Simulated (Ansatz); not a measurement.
# Mo wire along [100], 8 atoms a period: bands by functional and under strain, part 2 of 3

Wanted: the relaxed geometry and the bands of the Mo wire along [100], 8 atoms a period.

Ansatz 0.2.0; DFT PBE, plane waves, PAW; relaxation of a wire's period (the session's first sound run).

So far. Step 2 (Relaxing the period): The cell's length comes to 3.095 Å with spin left out.

## (3) The perfect wire

This step: DFT PBE, plane waves, PAW; bands of a perfect wire (Ansatz 0.2.0).

At the relaxed period the bands are computed along the axis; those that cross an energy going forward count the channels that a perfect wire would open there.

Contents of input.yaml:

```yaml
crystal:
  lattice:
    - [13.12, 0.0, 0.0]
    - [0.0, 11.54, 0.0]
    - [0.0, 0.0, 3.0950913582]
  atoms:
    - { symbol: Mo, position: [0.277715959, 0.41720644, 0.0] }
    - { symbol: Mo, position: [0.5, 0.43834271, 0.0] }
    - { symbol: Mo, position: [0.5, 0.690090102, 0.0] }
    - { symbol: Mo, position: [0.722284041, 0.41720644, 0.0] }
    - { symbol: Mo, position: [0.372883367, 0.307083274, 0.5] }
    - { symbol: Mo, position: [0.385543774, 0.574578803, 0.5] }
    - { symbol: Mo, position: [0.627116633, 0.307083274, 0.5] }
    - { symbol: Mo, position: [0.614456226, 0.574578803, 0.5] }
kpoints:
  mp_grid: { grid: [1, 1, 26] }
  band_path: { path: ["Γ", Z], npoints: 50 }
scf:
  occupations: { method: fermi_dirac, width: 0.05 }
hamiltonian:
  xc: pbe
output:
  dos: { e_range: [-5, 4] }
  write_potential: true
  write_density: true
  volumetric_format: npy
  elf: true
```

Run with:

```sh
> ansatz run input.yaml --threads 4 --pin off --max-ram 16384MiB --backend cpu --events-out ev --progress --plain --runs-dir out
```

Numbers of over 12 decimals in the logs are rounded to 6 here.

Log:

```text
[...]
Crystal: 8 atoms, lattice volume = 468.612 Å³
Basis set: ecut = 420 eV, 9123 PW (Γ)
Bands: 68, of which v1, the nominal top of the filled ones, is band 56 counted from 1 (55 counted from 0)
Symmetry: 4 space group operations
[...]
k-points: 14 of 26
[...]
SCF iter   1: F=—  HF=-39635.013266 eV  |F-HF|=—  |Δ(HF+E_count)|=         —  Δρ=6.22e-3  dr2=3.18e-1  ethr=1.77e-3  ⟨swp⟩=8.9  Hψ=4512  notcnv=0
[...]
SCF iter  11: F=-39634.994055 eV  HF=-39634.994055 eV  |F-HF|=1.70e-8  |Δ(HF+E_count)|=   1.09e-7  Δρ=1.74e-6  dr2=4.84e-8  ethr=8.93e-11  ⟨swp⟩=7.1  Hψ=2320  notcnv=0
SCF 1 converged in 11 iterations: F = -39634.994055 eV  dr2 = 4.84e-8
[...]
NSCF: frozen V_eff on 51 k-points
WARN: The output density's exchange-correlation potential varies sharply where the density is thin. Do not read a vacuum level from v_tot or v_xc, or from such a field of the output density. On a cell that repeats whose density bears no net charge and no dipole along the vacuum's axis use v_es (v_loc + v_h of the components); under efield.dipole_correction with no amplitude use v_es + v_field, which holds any externa [...]
SCF converged after 11 iterations
Free energy (F): -39634.994055 eV
[...]
Internal energy: -39634.904095 eV  (E = F + TS)
E sigma→0 (E₀):  -39634.949075 eV
Entropy (-TS):   -0.089960 eV (-11.245 meV/atom)
Fermi energy:    3.012593 eV
[...]
--- Band table (eV; the first three rows and the last of 14) ---
  k-point 0: bands = [... 52 lower, 1.8936, 2.2632, 2.8403, 2.8466, 2.9684, 3.0386, 3.1904, 3.1923, ... 8 higher]
  k-point 1: bands = [... 52 lower, 2.0046, 2.2442, 2.8048, 2.9010, 2.9277, 3.0494, 3.0603, 3.2211, ... 8 higher]
  k-point 2: bands = [... 52 lower, 2.2157, 2.2890, 2.6268, 2.8404, 2.9923, 3.0012, 3.1633, 3.2868, ... 8 higher]
  k-point 13: bands = [... 52 lower, 2.4478, 2.9716, 3.0776, 3.2741, 3.3450, 3.4989, 3.8397, 4.0596, ... 8 higher]
```

Run time: 44 s. Hardware: 4 threads of Arm Neoverse V1, shared host; peak memory 1.6 GiB; 2.9 min of CPU time.

Numbers from this step:

| Item | Value |
| --- | --- |
| energy at zero smearing | -39634.9491 eV |
| band gap | 0 eV |

The electronic bands at the labelled points (eV, zero at the Fermi level):

| point | band 53 | band 54 | band 55 | band 56 | band 57 | band 58 | band 59 | band 60 |
| --- | --- | --- | --- | --- | --- | --- | --- | --- |
| Γ | -1.12 | -0.75 | -0.17 | -0.17 | -0.04 | 0.03 | 0.18 | 0.18 |
| halfway | -1.02 | -0.68 | -0.63 | -0.06 | 0.21 | 0.50 | 0.61 | 0.69 |
| Z | -0.56 | -0.04 | 0.07 | 0.26 | 0.33 | 0.49 | 0.83 | 1.05 |

ELF in the ca plane at fractional y = 0.307, with atoms of Mo within 0.2 Å of it. It is the smooth field of the valence electrons, not physical close to the nuclei.

Ten even steps from '0' (0.00) to '9' (0.71), each cell a mean:
```
0000000000000000
0000000000000000
0001111222111100
1112234444432211
2223456777654322
2233566777665332
3344444434444443
6654457777754456
6533699767996335
5423589989985324
5544344444443445
4455554434455554
5555543333345555
5433456777654334
5423699868996324
6543689989986345
5554444555444455
3334555555555433
2223457777754322
1222345666543222
1111223333322111
0000011111110000
0000000000000000
0000000000000000
```
Columns run along c (3.1 Å), rows up along a (13.1 Å). Atoms in or near the plane, at fractional coordinates: Mo at (0.50, 0.37), Mo at (0.50, 0.63).

Valence density in the ca plane at fractional y = 0.307, with atoms of Mo within 0.2 Å of it. It is the smooth field of the valence electrons, not physical close to the nuclei.

Values in e/Å³, 24 rows by 16 columns, each cell a mean:
```
0.0 0.0 0.0 0.0 0.0 0.0 0.0 0.0 0.0 0.0 0.0 0.0 0.0 0.0 0.0 0.0
0.0 0.0 0.0 0.0 0.0 0.0 0.0 0.0 0.0 0.0 0.0 0.0 0.0 0.0 0.0 0.0
0.0 0.0 0.0 0.0 0.0 0.0 0.0 0.0 0.0 0.0 0.0 0.0 0.0 0.0 0.0 0.0
0.0 0.0 0.0 0.0 0.0 0.0 0.0 0.0 0.0 0.0 0.0 0.0 0.0 0.0 0.0 0.0
0.1 0.1 0.1 0.1 0.1 0.0 0.0 0.0 0.0 0.0 0.0 0.0 0.1 0.1 0.1 0.1
0.2 0.1 0.1 0.1 0.1 0.1 0.1 0.1 0.1 0.1 0.1 0.1 0.1 0.1 0.1 0.1
0.3 0.3 0.3 0.3 0.3 0.3 0.3 0.3 0.3 0.3 0.3 0.3 0.3 0.3 0.3 0.3
0.3 0.3 0.4 0.5 0.7 1.2 1.9 2.6 2.8 2.6 1.9 1.2 0.7 0.5 0.4 0.3
0.3 0.3 0.4 0.7 1.6 3.5 5.5 6.4 6.4 6.4 5.5 3.5 1.6 0.7 0.4 0.3
0.2 0.2 0.3 0.5 1.1 2.5 4.2 5.1 5.3 5.1 4.2 2.5 1.1 0.5 0.3 0.2
0.2 0.2 0.2 0.3 0.3 0.5 0.8 1.0 1.1 1.0 0.8 0.5 0.3 0.3 0.2 0.2
0.2 0.2 0.2 0.2 0.2 0.2 0.2 0.2 0.2 0.2 0.2 0.2 0.2 0.2 0.2 0.2
0.2 0.2 0.2 0.2 0.2 0.2 0.3 0.3 0.3 0.3 0.3 0.2 0.2 0.2 0.2 0.2
0.2 0.2 0.2 0.3 0.5 1.0 1.7 2.2 2.4 2.2 1.7 1.0 0.5 0.3 0.2 0.2
0.3 0.3 0.3 0.6 1.5 3.3 5.3 6.2 6.2 6.2 5.3 3.3 1.5 0.6 0.3 0.3
0.3 0.3 0.4 0.6 1.3 2.8 4.6 5.6 5.8 5.6 4.6 2.8 1.3 0.6 0.4 0.3
0.3 0.3 0.3 0.4 0.5 0.6 0.9 1.2 1.3 1.2 0.9 0.6 0.5 0.4 0.3 0.3
0.2 0.2 0.2 0.2 0.2 0.2 0.2 0.2 0.2 0.2 0.2 0.2 0.2 0.2 0.2 0.2
0.1 0.1 0.1 0.1 0.1 0.1 0.1 0.1 0.1 0.1 0.1 0.1 0.1 0.1 0.1 0.1
0.0 0.0 0.0 0.0 0.0 0.0 0.0 0.0 0.0 0.0 0.0 0.0 0.0 0.0 0.0 0.0
0.0 0.0 0.0 0.0 0.0 0.0 0.0 0.0 0.0 0.0 0.0 0.0 0.0 0.0 0.0 0.0
0.0 0.0 0.0 0.0 0.0 0.0 0.0 0.0 0.0 0.0 0.0 0.0 0.0 0.0 0.0 0.0
0.0 0.0 0.0 0.0 0.0 0.0 0.0 0.0 0.0 0.0 0.0 0.0 0.0 0.0 0.0 0.0
0.0 0.0 0.0 0.0 0.0 0.0 0.0 0.0 0.0 0.0 0.0 0.0 0.0 0.0 0.0 0.0
```
Columns run along c (3.1 Å), rows up along a (13.1 Å). Atoms in or near the plane, at fractional coordinates: Mo at (0.50, 0.37), Mo at (0.50, 0.63).

Electrostatic potential energy in the ca plane at fractional y = 0.307, with atoms of Mo within 0.2 Å of it. With pseudopotentials it is smooth inside the atoms' cores, unlike the true potential.

Ten even steps from '0' (-68 eV) to '9' (7 eV), each cell a mean:
```
9999999999999999
9999999999999999
9999999999999999
9999999999999999
9999999999999999
9999999999999999
9999999888999999
9998765333567899
9987520000025789
9998631000136899
9999887666788999
9999999999999999
9999999999999999
9998865444568899
9987520000025789
9987531000135789
9999877666778999
9999999999999999
9999999999999999
9999999999999999
9999999999999999
9999999999999999
9999999999999999
9999999999999999
```
Columns run along c (3.1 Å; values clipped at the 3rd and 97th percentile), rows up along a (13.1 Å). Atoms in or near the plane, at fractional coordinates: Mo at (0.50, 0.37), Mo at (0.50, 0.63).

Between Γ and Z the bands cross the Fermi level 5 times, so a perfect wire would conduct at least 5 G₀, with spin left out.

## (4) Levels at the same atoms, k-mesh 1×1×20

This step: DFT LDA, plane waves, PAW; bands of a perfect wire at the PBE geometry (Ansatz 0.2.0).

The atoms stay at the PBE geometry and the functional changes. At fixed atoms LDA and the gradient-corrected functionals usually give like bands; this run checks that. Against the first PBE run of this kind, the mesh along the wire has 20 points against 26.

input.yaml: that of step 3 with these lines changed.

```diff
@@ -15,3 +15,3 @@
 kpoints:
-  mp_grid: { grid: [1, 1, 26] }
+  mp_grid: { grid: [1, 1, 20] }
   band_path: { path: ["Γ", Z], npoints: 50 }
@@ -20,8 +20,2 @@
 hamiltonian:
-  xc: pbe
-output:
-  dos: { e_range: [-5, 4] }
-  write_potential: true
-  write_density: true
-  volumetric_format: npy
-  elf: true
+  xc: lda
```

Log:

```text
[...]
Crystal: 8 atoms, lattice volume = 468.612 Å³
Basis set: ecut = 420 eV, 9123 PW (Γ)
Bands: 68, of which v1, the nominal top of the filled ones, is band 56 counted from 1 (55 counted from 0)
Symmetry: 4 space group operations
[...]
k-points: 11 of 20
[...]
SCF iter   1: F=—  HF=-38727.794687 eV  |F-HF|=—  |Δ(HF+E_count)|=         —  Δρ=7.05e-3  dr2=2.94e-1  ethr=1.77e-3  ⟨swp⟩=9.0  Hψ=3587  notcnv=0
[...]
SCF iter  11: F=-38727.760167 eV  HF=-38727.760167 eV  |F-HF|=1.82e-8  |Δ(HF+E_count)|=   2.03e-8  Δρ=1.38e-6  dr2=3.40e-8  ethr=8.93e-11  ⟨swp⟩=6.6  Hψ=1696  notcnv=0
SCF 1 converged in 11 iterations: F = -38727.760167 eV  dr2 = 3.40e-8
[...]
SCF converged after 11 iterations
Free energy (F): -38727.760167 eV
[...]
Internal energy: -38727.663883 eV  (E = F + TS)
E sigma→0 (E₀):  -38727.712025 eV
Entropy (-TS):   -0.096284 eV (-12.036 meV/atom)
Fermi energy:    2.711664 eV
[...]
--- Band table (eV; the first three rows and the last of 11) ---
  k-point 0: bands = [... 52 lower, 1.6005, 1.9734, 2.5249, 2.5401, 2.6638, 2.7260, 2.8571, 2.8814, ... 8 higher]
  k-point 1: bands = [... 52 lower, 1.7701, 1.9499, 2.4583, 2.5866, 2.6507, 2.7248, 2.7510, 2.9177, ... 8 higher]
  k-point 2: bands = [... 52 lower, 2.0259, 2.1020, 2.2428, 2.5015, 2.6903, 2.7070, 2.9636, 3.0260, ... 8 higher]
  k-point 10: bands = [... 52 lower, 2.1645, 2.6817, 2.7801, 2.9821, 3.0421, 3.1996, 3.5253, 3.7492, ... 8 higher]
```

Run time: 36 s. Hardware: 4 threads; peak memory 1.4 GiB.

Numbers from this step:

```yaml
energy_at_zero_smearing: -38727.7120 eV
```

The electronic bands at the labelled points (eV, zero at the Fermi level):

| point | band 53 | band 54 | band 55 | band 56 | band 57 | band 58 | band 59 | band 60 |
| --- | --- | --- | --- | --- | --- | --- | --- | --- |
| Γ | -1.11 | -0.74 | -0.19 | -0.17 | -0.05 | 0.01 | 0.15 | 0.17 |
| halfway | -1.01 | -0.67 | -0.62 | -0.05 | 0.21 | 0.49 | 0.61 | 0.68 |
| Z | -0.55 | -0.03 | 0.07 | 0.27 | 0.33 | 0.49 | 0.81 | 1.04 |

Bands cross the Fermi level, as under PBE at the relaxed period.

## (5) Levels at the same atoms, k-mesh 1×1×20 (run 2)

This step: DFT PBEsol, plane waves, PAW; bands of a perfect wire at the PBE geometry (Ansatz 0.2.0).

The atoms stay at the PBE geometry and the functional changes. At fixed atoms LDA and the gradient-corrected functionals usually give like bands; this run checks that. Against the first PBE run of this kind, the mesh along the wire has 20 points against 26.

input.yaml: that of step 4 with these lines changed.

```diff
@@ -20,2 +20,2 @@
 hamiltonian:
-  xc: lda
+  xc: pbesol
```

Log:

```text
[...]
Crystal: 8 atoms, lattice volume = 468.612 Å³
Basis set: ecut = 420 eV, 9123 PW (Γ)
Bands: 68, of which v1, the nominal top of the filled ones, is band 56 counted from 1 (55 counted from 0)
Symmetry: 4 space group operations
[...]
k-points: 11 of 20
[...]
--- Band table (eV; the first three rows and the last of 11) ---
  k-point 0: bands = [... 52 lower, 1.8073, 2.1755, 2.7393, 2.7542, 2.8717, 2.9507, 3.0954, 3.1025, ... 8 higher]
  k-point 1: bands = [... 52 lower, 1.9758, 2.1539, 2.6617, 2.7937, 2.8766, 2.9286, 2.9751, 3.1392, ... 8 higher]
  k-point 2: bands = [... 52 lower, 2.2262, 2.3076, 2.4500, 2.6968, 2.9097, 2.9194, 3.1887, 3.2507, ... 8 higher]
  k-point 10: bands = [... 52 lower, 2.3526, 2.8725, 2.9828, 3.1810, 3.2493, 3.4022, 3.7497, 3.9715, ... 8 higher]
[key lines of the parts left out:]
SCF converged after 11 iterations
Free energy (F): -39165.200784 eV
Fermi energy:    2.921151 eV
```

It took 37 s on 4 threads; peak memory 1.4 GiB; 2.4 min of CPU time.

The electronic bands at the labelled points (eV, zero at the Fermi level):

| point | band 53 | band 54 | band 55 | band 56 | band 57 | band 58 | band 59 | band 60 |
| --- | --- | --- | --- | --- | --- | --- | --- | --- |
| Γ | -1.11 | -0.75 | -0.18 | -0.17 | -0.05 | 0.03 | 0.17 | 0.18 |
| halfway | -1.03 | -0.68 | -0.63 | -0.06 | 0.21 | 0.50 | 0.61 | 0.69 |
| Z | -0.57 | -0.05 | 0.06 | 0.26 | 0.33 | 0.48 | 0.83 | 1.05 |

Bands cross the Fermi level, as under PBE at the relaxed period.

## (6) Levels at the same atoms, cutoff 500 eV, k-mesh 1×1×20

This step: DFT r2SCAN, plane waves, PAW; bands of a perfect wire at the PBE geometry (Ansatz 0.2.0).

The atoms stay at the PBE geometry and the functional changes. r2SCAN also reads the kinetic-energy density; it often gives larger moments and wider gaps than PBE, at a higher cost. Against the first PBE run of this kind, the cutoff is 500 eV against 420 and the mesh along the wire has 20 points against 26.

input.yaml: that of step 5 with these lines changed.

```diff
@@ -20,2 +20,2 @@
 hamiltonian:
-  xc: pbesol
+  xc: r2scan
```

Log:

```text
[...]
Crystal: 8 atoms, lattice volume = 468.612 Å³
Basis set: ecut = 500 eV, 11911 PW (Γ), exchange–correlation on 384×360×96 points (64 copies of the dense FFT grid, shifted against one another)
Bands: 68, of which v1, the nominal top of the filled ones, is band 56 counted from 1 (55 counted from 0)
Symmetry: 4 space group operations
[...]
k-points: 11 of 20
[...]
--- Band table (eV; the first three rows and the last of 11) ---
  k-point 0: bands = [... 52 lower, 1.8176, 2.2157, 2.8059, 2.9143, 3.0009, 3.0845, 3.1940, 3.2921, ... 8 higher]
  k-point 1: bands = [... 52 lower, 2.0044, 2.2021, 2.7272, 2.8882, 3.0095, 3.0460, 3.1217, 3.3328, ... 8 higher]
  k-point 2: bands = [... 52 lower, 2.2797, 2.3520, 2.5118, 2.7473, 3.0087, 3.0774, 3.3517, 3.4551, ... 8 higher]
  k-point 10: bands = [... 52 lower, 2.4021, 2.9274, 3.0954, 3.2714, 3.4107, 3.5264, 3.9284, 4.1752, ... 8 higher]
[key lines of the parts left out:]
SCF converged after 12 iterations
Free energy (F): -39726.748342 eV
Fermi energy:    3.030670 eV
```

Run time: 69 s. Hardware: 4 threads; peak memory 2.4 GiB; 4.6 min of CPU time.

Electronic bands along the path, in eV, zero at the Fermi level:

| point | band 53 | band 54 | band 55 | band 56 | band 57 | band 58 | band 59 | band 60 |
| --- | --- | --- | --- | --- | --- | --- | --- | --- |
| Γ | -1.21 | -0.81 | -0.22 | -0.12 | -0.03 | 0.05 | 0.16 | 0.26 |
| halfway | -1.12 | -0.75 | -0.71 | -0.13 | 0.22 | 0.55 | 0.64 | 0.74 |
| Z | -0.63 | -0.10 | 0.06 | 0.24 | 0.38 | 0.50 | 0.90 | 1.14 |

Bands cross the Fermi level, as under PBE at the relaxed period.

## (7) Two-component spinors, k-mesh 1×1×17

This step: DFT PBE, plane waves, fully relativistic PAW; bands of a perfect wire with spin-orbit coupling (Ansatz 0.2.0).

Spin-orbit coupling mixes the spins and splits bands that cross or touch without it, so it can open or close channels. Fully relativistic datasets take the place of the scalar ones. Against the first PBE run of this kind, the mesh along the wire has 17 points against 26.

input.yaml: that of step 6 with these lines changed.

```diff
@@ -15,3 +15,3 @@
 kpoints:
-  mp_grid: { grid: [1, 1, 20] }
+  mp_grid: { grid: [1, 1, 17] }
   band_path: { path: ["Γ", Z], npoints: 50 }
@@ -20,2 +20,6 @@
 hamiltonian:
-  xc: r2scan
+  xc: pbe
+  pseudopotentials: { kind: paw_fr }
+magnetization:
+  noncollinear: true
+  spin_orbit: true
```

Log:

```text
[...]
non-collinear run that drives no moment, with spin-orbit: no starting moment large enough to seed its density (crystal.atoms[].spin), no starting occupations that ask for one, no magnetisation constraint and no magnetic field, so the semilocal B_xc is pinned to zero
Crystal: 8 atoms, lattice volume = 468.612 Å³
Basis set: ecut = 420 eV, 9123 PW (Γ)
Bands: 136, of which v1, the nominal top of the filled ones, is band 112 counted from 1 (111 counted from 0)
Symmetry: 4 space group operations + 4 with time reversal
[...]
k-points: 9 of 17
Projection manifold: j_resolved (fully-relativistic pseudo-atomic orbitals)
[...]
SCF iter   1: F=—  HF=-39653.275836 eV  |F-HF|=—  |Δ(HF+E_count)|=         —  Δρ=5.31e-2  dr2=4.30e1  dr2_m=0.00e0 (ungated)  ethr=3.10e-3  |M|=0.00e0 ∫|m|=0.00e0 μB  |m|>n=0.0e0 m-floor=0.0e0 τ_xc=0.0e0  β_m=1.00  ⟨swp⟩=9.6  Hψ=6698  notcnv=0
[...]
spin=Noncollinear: LDOS preconditioning applied to the charge; magnetization (m_x, m_y, m_z) channels mix plain (no charge-response kernel on spin).
SCF iter   2: F=—  HF=-39656.209606 eV  |F-HF|=—  |Δ(HF+E_count)|=    2.93e0  Δρ=6.16e-2  dr2=1.05e2  dr2_m=0.00e0 (ungated)  ethr=3.10e-3  |M|=0.00e0 ∫|m|=0.00e0 μB  |m|>n=0.0e0 m-floor=0.0e0 τ_xc=0.0e0  β_m=0.63  ⟨swp⟩=6.0  Hψ=3660  notcnv=0  defer=13  recentre
[...]
SCF iter  13: F=-39644.347477 eV  HF=-39644.347477 eV  |F-HF|=2.26e-8  |Δ(HF+E_count)|=   2.14e-7  Δρ=2.47e-6  dr2=6.78e-8  dr2_m=0.00e0 (ungated)  ethr=8.93e-11  |M|=0.00e0 ∫|m|=0.00e0 μB  |m|>n=0.0e0 m-floor=0.0e0 τ_xc=0.0e0  ⟨swp⟩=12.6  Hψ=3903  notcnv=0
SCF 1 converged in 13 iterations: F = -39644.347477 eV  dr2 = 6.78e-8
[...]
SCF converged after 13 iterations
Magnetization: |M| = 0.0000 μB,  M = (+0.0000, +0.0000, +0.0000) μB
Absolute magnetization: 0.0000 μB (∫|m|)
  site 0: m = (+0.0000, +0.0000, +0.0000) μB, |m| = 0.0000 μB  (R = 0.97 Å)
  site 1: m = (+0.0000, +0.0000, +0.0000) μB, |m| = 0.0000 μB  (R = 1.10 Å)
  site 2: m = (+0.0000, +0.0000, +0.0000) μB, |m| = 0.0000 μB  (R = 1.05 Å)
  site 3: m = (+0.0000, +0.0000, +0.0000) μB, |m| = 0.0000 μB  (R = 0.97 Å)
  site 4: m = (+0.0000, +0.0000, +0.0000) μB, |m| = 0.0000 μB  (R = 0.97 Å)
  site 5: m = (+0.0000, +0.0000, +0.0000) μB, |m| = 0.0000 μB  (R = 1.05 Å)
  site 6: m = (+0.0000, +0.0000, +0.0000) μB, |m| = 0.0000 μB  (R = 0.97 Å)
  site 7: m = (+0.0000, +0.0000, +0.0000) μB, |m| = 0.0000 μB  (R = 1.05 Å)
Free energy (F): -39644.347477 eV
[...]
Internal energy: -39644.259499 eV  (E = F + TS)
E sigma→0 (E₀):  -39644.303488 eV
Entropy (-TS):   -0.087978 eV (-10.997 meV/atom)
Fermi energy:    3.012150 eV
[...]
--- Band table (eV; the first three rows and the last of 9) ---
  k-point 0: bands = [... 108 lower, 2.8327, 2.8327, 2.8476, 2.8476, 2.9671, 2.9671, 3.0367, 3.0367, ... 20 higher]
  k-point 1: bands = [... 108 lower, 2.6893, 2.7274, 2.8707, 2.8799, 2.9716, 2.9795, 3.0073, 3.0108, ... 20 higher]
  k-point 2: bands = [... 108 lower, 2.4819, 2.5296, 2.7798, 2.8194, 2.9907, 3.0001, 3.0331, 3.0388, ... 20 higher]
  k-point 8: bands = [... 108 lower, 3.0302, 3.0390, 3.2572, 3.2675, 3.3668, 3.3914, 3.4633, 3.4928, ... 20 higher]
```

It took 6 min on 4 threads; peak memory 4.8 GiB.

Numbers from this step:

| Property | Result |
| --- | --- |
| energy at zero smearing | -39644.3035 eV |

The electronic bands at the labelled points (eV, zero at the Fermi level):

| point | band 109 | band 110 | band 111 | band 112 | band 113 | band 114 | band 115 | band 116 |
| --- | --- | --- | --- | --- | --- | --- | --- | --- |
| Γ | -0.18 | -0.18 | -0.16 | -0.16 | -0.04 | -0.04 | 0.02 | 0.02 |
| halfway | -0.64 | -0.62 | -0.08 | -0.06 | 0.20 | 0.22 | 0.49 | 0.51 |
| Z | 0.06 | 0.06 | 0.23 | 0.23 | 0.35 | 0.35 | 0.48 | 0.48 |

Bands cross the Fermi level, as under PBE at the relaxed period, with no moment.

[end of part 2 of 3]

[Logs are printed without paths, hosts, clocks, repeated set-up lines and the standing remarks that a program may print on its own settings, such as how far it seeks lower states.]

[Hosts, paths, dates, database ids (printed as entryN), source tags and the programs' standing remarks are cut or masked in the printed files.]
